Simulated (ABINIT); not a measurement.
# Quasiparticle gap of SiO2 (Quartz) in ABINIT

Aim: the G0W0 gap of SiO2 (Quartz) on PBE, step by step.

Method: PBE and many-body steps on it, plane waves, in ABINIT 10.8.3.

Most raw output is cut from this account.

## Step 1: The starting structure

The structure is trigonal, space group P3_121 (No. 152). The conventional cell has a = 4.916 Å, b = 4.916 Å, c = 5.409 Å, α = 90.00°, β = 90.00°, γ = 120.00°. Si has 4 O at 1.61 Å nearest. Nearest to O lie 2 Si at 1.61 Å. Farther neighbours and most contacts between anions are not listed.

The cell and positions come from the Crystallography Open Database and are kept as given unless a step says otherwise.

## Step 2: Ground state

This step: ABINIT 10.8.3; DFT, PBE, plane waves, norm-conserving pseudopotentials.

The ground-state density comes first.

Contents of run.abi:

```
acell 3*1.0 Angstrom
rprim 
  4.915799999986 0.000000000003 0.000000000000
  -2.457899999996 4.257207679910 0.000000000000
  0.000000000000 0.000000000000 5.409100000000
ntypat 2
znucl 14 8
natom 9
typat 1 1 1 2 2 2 2 2 2
xred 
  0.530300000000 0.000000000000 0.333333333333
  0.000000000000 0.530300000000 0.666666666667
  0.469700000000 0.469700000000 -0.000000000000
  0.146200000000 0.414200000000 0.881000000000
  0.585800000000 0.732000000000 0.214333333333
  0.268000000000 0.853800000000 0.547666666667
  0.414200000000 0.146200000000 0.119000000000
  0.732000000000 0.585800000000 0.785666666667
  0.853800000000 0.268000000000 0.452333333333
pp_dirpath "pseudos"
pseudos "Si.upf, O.upf"
ecut 36
ngkpt 6 6 4
nshiftk 1
shiftk 0 0 0
kptopt 1
chksymbreak 0
nband 32
occopt 1
tolvrs 1e-10
nstep 60
prtwf 0
indata_prefix "in"
outdata_prefix "out"
tmpdata_prefix "tmp"
```

The run is started by

```sh
OMP_NUM_THREADS=1 mpirun -n 8 abinit run.abi > log
```

The job ended after 39 s (8 MPI ranks of Arm Neoverse V2, shared host; peak memory 0.86 GiB).

Numbers from this step:

| Item | Value |
| --- | --- |
| total energy | -3057.3419 eV |
| gap | 6.038 eV |
| k of the valence top | 0.3333, 0.3333, 0 |
| k of the conduction bottom | 0, 0, 0 |
| least direct gap | 6.351 eV |
| pressure | 5.631 GPa |

The gap is indirect, with the least direct gap 0.31 eV higher.

The cutoff was set for levels, not for stress, so the pressure can be off by some GPa.

## Step 3: Bands along the symmetry lines

The cheap functional maps the bands first; the places of the edges decide which points the dearer methods must see.

run.abi: that of step 2 with these lines changed.

```diff
@@ -22,12 +22,53 @@
 ecut 36
-ngkpt 6 6 4
-nshiftk 1
-shiftk 0 0 0
-kptopt 1
-chksymbreak 0
-nband 32
-occopt 1
-tolvrs 1e-10
-nstep 60
+iscf -2
+irdden 1
+kptopt 0
+nkpt 39
+kpt 
+  0.00000000 0.00000000 0.00000000
+  0.12500000 0.00000000 0.00000000
+  0.25000000 0.00000000 0.00000000
+  0.37500000 0.00000000 0.00000000
+  0.50000000 0.00000000 0.00000000
+  0.45833333 0.08333333 0.00000000
+  0.41666666 0.16666666 0.00000000
+  0.37500000 0.25000000 0.00000000
+  0.33333333 0.33333333 0.00000000
+  0.25000000 0.25000000 0.00000000
+  0.16666666 0.16666666 0.00000000
+  0.08333333 0.08333333 0.00000000
+  0.00000000 0.00000000 0.00000000
+  0.00000000 0.00000000 0.12500000
+  0.00000000 0.00000000 0.25000000
+  0.00000000 0.00000000 0.37500000
+  0.00000000 0.00000000 0.50000000
+  0.12500000 0.00000000 0.50000000
+  0.25000000 0.00000000 0.50000000
+  0.37500000 0.00000000 0.50000000
+  0.50000000 0.00000000 0.50000000
+  0.45833333 0.08333333 0.50000000
+  0.41666666 0.16666666 0.50000000
+  0.37500000 0.25000000 0.50000000
+  0.33333333 0.33333333 0.50000000
+  0.25000000 0.25000000 0.50000000
+  0.16666666 0.16666666 0.50000000
+  0.08333333 0.08333333 0.50000000
+  0.00000000 0.00000000 0.50000000
+  0.50000000 0.00000000 0.50000000
+  0.50000000 0.00000000 0.37500000
+  0.50000000 0.00000000 0.25000000
+  0.50000000 0.00000000 0.12500000
+  0.50000000 -0.00000000 0.00000000
+  0.33333333 0.33333333 0.50000000
+  0.33333333 0.33333333 0.37500000
+  0.33333333 0.33333333 0.25000000
+  0.33333333 0.33333333 0.12500000
+  0.33333333 0.33333333 0.00000000
+istwfk *1
+nband 37
+nbdbuf 8
+tolwfr 1e-07
+nstep 50
 prtwf 0
+prtvol 0
 indata_prefix "in"
```

Wall time 27 s (8 MPI ranks); peak memory 0.76 GiB.

Numbers from this step:

```yaml
gap: 6.038 eV
k_of_the_valence_top: 0.3333, 0.3333, 0
k_of_the_conduction_bottom: 0, 0, 0
least_direct_gap: 6.351 eV
```

The gap is 6.038 eV, as in the run before at this level.

The electronic bands at the labelled points (eV, zero at the top of the highest filled band):

```csv
point,band 21,band 22,band 23,band 24,band 25,band 26,band 27,band 28
Γ,-0.99,-0.68,-0.31,-0.31,6.04,9.33,9.33,9.79
halfway,-1.00,-0.83,-0.24,-0.15,6.92,9.33,9.40,9.90
M,-1.04,-0.78,-0.27,-0.04,8.29,9.02,9.74,9.75
halfway,-1.10,-0.63,-0.31,-0.02,8.48,9.08,9.63,9.96
K,-1.23,-0.44,-0.44,0.00,8.95,8.95,9.44,10.40
halfway,-0.91,-0.87,-0.25,-0.11,7.16,9.34,9.49,9.94
Γ,-0.99,-0.68,-0.31,-0.31,6.04,9.33,9.33,9.79
halfway,-1.07,-0.53,-0.22,-0.09,6.63,9.17,9.27,9.29
A,-1.20,-0.21,-0.21,-0.09,7.97,7.97,9.08,9.76
halfway,-1.08,-0.44,-0.41,-0.15,8.36,8.50,9.40,9.74
L,-0.88,-0.83,-0.60,-0.19,8.94,9.41,9.70,9.86
halfway,-0.86,-0.83,-0.62,-0.33,8.97,9.59,9.79,9.90
H,-0.94,-0.76,-0.58,-0.58,9.03,9.82,9.82,10.12
halfway,-1.05,-0.54,-0.38,-0.22,8.48,8.66,9.46,9.92
A,-1.20,-0.21,-0.21,-0.09,7.97,7.97,9.08,9.76
jump to L,-0.88,-0.83,-0.60,-0.19,8.94,9.41,9.70,9.86
halfway,-0.96,-0.72,-0.44,-0.12,8.57,9.12,9.60,10.07
M,-1.04,-0.78,-0.27,-0.04,8.29,9.02,9.74,9.75
jump to H,-0.94,-0.76,-0.58,-0.58,9.03,9.82,9.82,10.12
halfway,-1.01,-0.55,-0.51,-0.20,8.95,9.27,9.62,10.23
K,-1.23,-0.44,-0.44,0.00,8.95,8.95,9.44,10.40
```

## Step 4: Empty states on the mesh, 3×3×2 mesh, 221 bands

The sums over transitions need many empty states on a uniform mesh; this step solves for them.

Contents of run.abi:

```
acell 3*1.0 Angstrom
rprim 
  4.915799999986 0.000000000003 0.000000000000
  -2.457899999996 4.257207679910 0.000000000000
  0.000000000000 0.000000000000 5.409100000000
ntypat 2
znucl 14 8
natom 9
typat 1 1 1 2 2 2 2 2 2
xred 
  0.530300000000 0.000000000000 0.333333333333
  0.000000000000 0.530300000000 0.666666666667
  0.469700000000 0.469700000000 -0.000000000000
  0.146200000000 0.414200000000 0.881000000000
  0.585800000000 0.732000000000 0.214333333333
  0.268000000000 0.853800000000 0.547666666667
  0.414200000000 0.146200000000 0.119000000000
  0.732000000000 0.585800000000 0.785666666667
  0.853800000000 0.268000000000 0.452333333333
pp_dirpath "pseudos"
pseudos "Si.upf, O.upf"
ecut 36
ngkpt 3 3 2
nshiftk 1
shiftk 0 0 0
kptopt 1
chksymbreak 0
iscf -2
irdden 1
istwfk *1
nband 221
nbdbuf 20
tolwfr 1e-09
nstep 60
prtvol 0
indata_prefix "in"
outdata_prefix "out"
tmpdata_prefix "tmp"
```

The run is started by

```sh
OMP_NUM_THREADS=1 mpirun -n 6 abinit run.abi > log
```

Elapsed: 71 s, on 6 MPI ranks; peak memory 0.75 GiB; 7.1 min of CPU time.

This step gave:

```
gap                                                           : 6.038 eV
k of the valence top                                          : 0.3333, 0.3333, 0
k of the conduction bottom                                    : 0, 0, 0
least direct gap                                              : 6.351 eV
k points computed                                             : 6
lowest point of the top converged band, above the valence top : 72.3526 eV
```

On this mesh the gap is 6.038 eV.

## Step 5: Screening, 3×3×2 mesh, 201 bands, screening to 106.1 eV

The RPA dielectric matrix is built and inverted for each q.

This step: RPA screening on PBE, plane waves, norm-conserving pseudopotentials.

run.abi: that of step 4 with these lines changed.

```diff
@@ -27,10 +27,11 @@
 chksymbreak 0
-iscf -2
-irdden 1
 istwfk *1
-nband 221
-nbdbuf 20
-tolwfr 1e-09
-nstep 60
-prtvol 0
+occopt 1
+irdwfk 1
+optdriver 3
+nband 201
+ecuteps 3.9
+inclvkb 2
+awtr 1
+symchi 1
 indata_prefix "in"
```

The run is started by

```sh
OMP_NUM_THREADS=1 mpirun -n 8 abinit run.abi > log
```

It took 59 s on 8 MPI ranks; peak memory 3.4 GiB; 7.8 min of CPU time.

This step gave:

```
ε∞ with local fields, on this mesh, along the program's q direction : 2.340
the same without local fields                                       : 2.537
plasma frequency                                                    : 24.18 eV
plane waves in the screening matrix                                 : 279
```

Local fields lower ε∞ by 8 %. On a Γ-centred mesh this coarse the value itself is usually too large, while a short band sum pulls it down.

## Step 6: Self-energy, 3×3×2 mesh, 201 bands, screening to 106.1 eV

The self-energy is evaluated for the states that the input lists, and the levels follow from it, in one-shot runs by the linearised quasiparticle equation.

This step: G0W0 on PBE, plane waves, norm-conserving pseudopotentials.

run.abi: that of step 5 with these lines changed.

```diff
@@ -30,8 +30,25 @@
 irdwfk 1
-optdriver 3
+optdriver 4
 nband 201
+gwcalctyp 0
+ecutsigx 36
+symsigma 1
+nkptgw 6
+kptgw 
+  0.0000000000 0.0000000000 0.0000000000
+  0.3333333333 0.0000000000 0.0000000000
+  0.3333333333 0.3333333333 0.0000000000
+  0.0000000000 0.0000000000 0.5000000000
+  0.3333333333 0.0000000000 0.5000000000
+  0.3333333333 0.3333333333 0.5000000000
+bdgw 
+  7 30
+  7 30
+  7 30
+  7 30
+  7 30
+  7 30
 ecuteps 3.9
-inclvkb 2
-awtr 1
-symchi 1
+irdscr 1
+ppmodel 1
 indata_prefix "in"
```

The job ended after 2 min (8 MPI ranks; peak memory 3.3 GiB; 16 min of CPU time).

This step gave:

| Item | Value |
| --- | --- |
| G0W0 gap on the mesh | 8.554 eV |
| starting gap on the mesh | 6.038 eV |
| k of the valence top | 0.3333, 0.3333, 0 |
| k of the conduction bottom | 0, 0, 0 |
| Z at the valence top | 0.82 |
| Z at the conduction bottom | 0.872 |
| least direct G0W0 gap on the computed points | 8.950 eV |

The gap on the mesh goes from 6.04 eV to 8.55 eV, a correction of +2.52 eV.

Limits: finite bands, cutoff and mesh; coarse k mesh. v1 is the top filled band, c1 the lowest empty one. The levels before and after the correction (eV, zero at the valence-band top of each column):

```csv
,conduction bottom,valence top
Kohn-Sham,6.04,0.00
G0W0,8.55,0.00
```

```csv
,level,energy (eV)
Kohn-Sham,Γ v3,-0.682
Kohn-Sham,Γ v2-v1,-0.313
Kohn-Sham,Γ c1,6.038
Kohn-Sham,Γ c2-c3,9.331
Kohn-Sham,(0.333 0.333 0) v3-v2,-0.436
Kohn-Sham,(0.333 0.333 0) v1,0.000
Kohn-Sham,(0.333 0.333 0) c1-c2,8.953
Kohn-Sham,(0.333 0.333 0) c3,9.437
G0W0,Γ v3,-0.832
G0W0,Γ v2-v1,-0.396
G0W0,Γ c1,8.554
G0W0,Γ c2-c3,12.201
G0W0,(0.333 0.333 0) v3-v2,-0.517
G0W0,(0.333 0.333 0) v1,0.000
G0W0,(0.333 0.333 0) c1-c2,11.972
G0W0,(0.333 0.333 0) c3,12.490
```

## Step 7: Where the time went

Times are wall times on the hardware named with each run, good to a factor of about two.

```csv
step,time,share,memory (GiB)
ground state,39 s,12 %,0.86
bands along the symmetry lines,27 s,9 %,0.76
empty states on the mesh,71 s,23 %,0.75
screening,59 s,19 %,3.4
self-energy,2 min,38 %,3.3
```

## Step 8: Outcome

* PBE gap: 6.04 eV, indirect
* G0W0 gap on the mesh: 8.55 eV
* GW settings: 3×3×2 mesh, 201 bands, screening to 106.1 eV, Godby-Needs plasmon pole
* known limits: not at the basis limit; coarse k mesh

In words: G0W0 moves the gap on the mesh from 6.04 eV to 8.55 eV (+2.52 eV), with Z of 0.82 and 0.87 at the edges. Local fields lower the RPA ε∞ on this mesh from 2.54 to 2.34; a Γ-centred mesh this coarse tends to raise both, most where the direct gap is narrow, while a short band sum lowers them. The dearest step here is «self-energy». Bands and cutoff are finite, so the gap is not at the basis limit. The miss can reach some tenths of an eV and take either sign; the mesh is an error of its own. The 3×3×2 mesh is coarse for this cell, which bears on the long-range parts of exchange and screening.

[Paths, hosts, dates, memory and timing lines, banners, echoed tables and standing remarks are left out of the program output.]

[Logs are printed without paths, hosts, clocks, repeated set-up lines and the standing remarks that a program may print on its own settings, such as how far it seeks lower states.]

[Runs of the session that timed out or met a known fault of the program may be left out.]

[Hosts, paths, dates, database ids (printed as entryN), source tags and the programs' standing remarks are cut or masked in the printed files.]

[G0W0 gaps are taken among the corrected bands and points alone; a level outside them can change the order at an edge.]

[Where Ansatz stands beside ABINIT at settings called matched, ABINIT's density can come from a denser mesh and the files from another edition; pairs whose starting gaps differed by over 0.03 eV were left out, so agreement reads better than it is.]
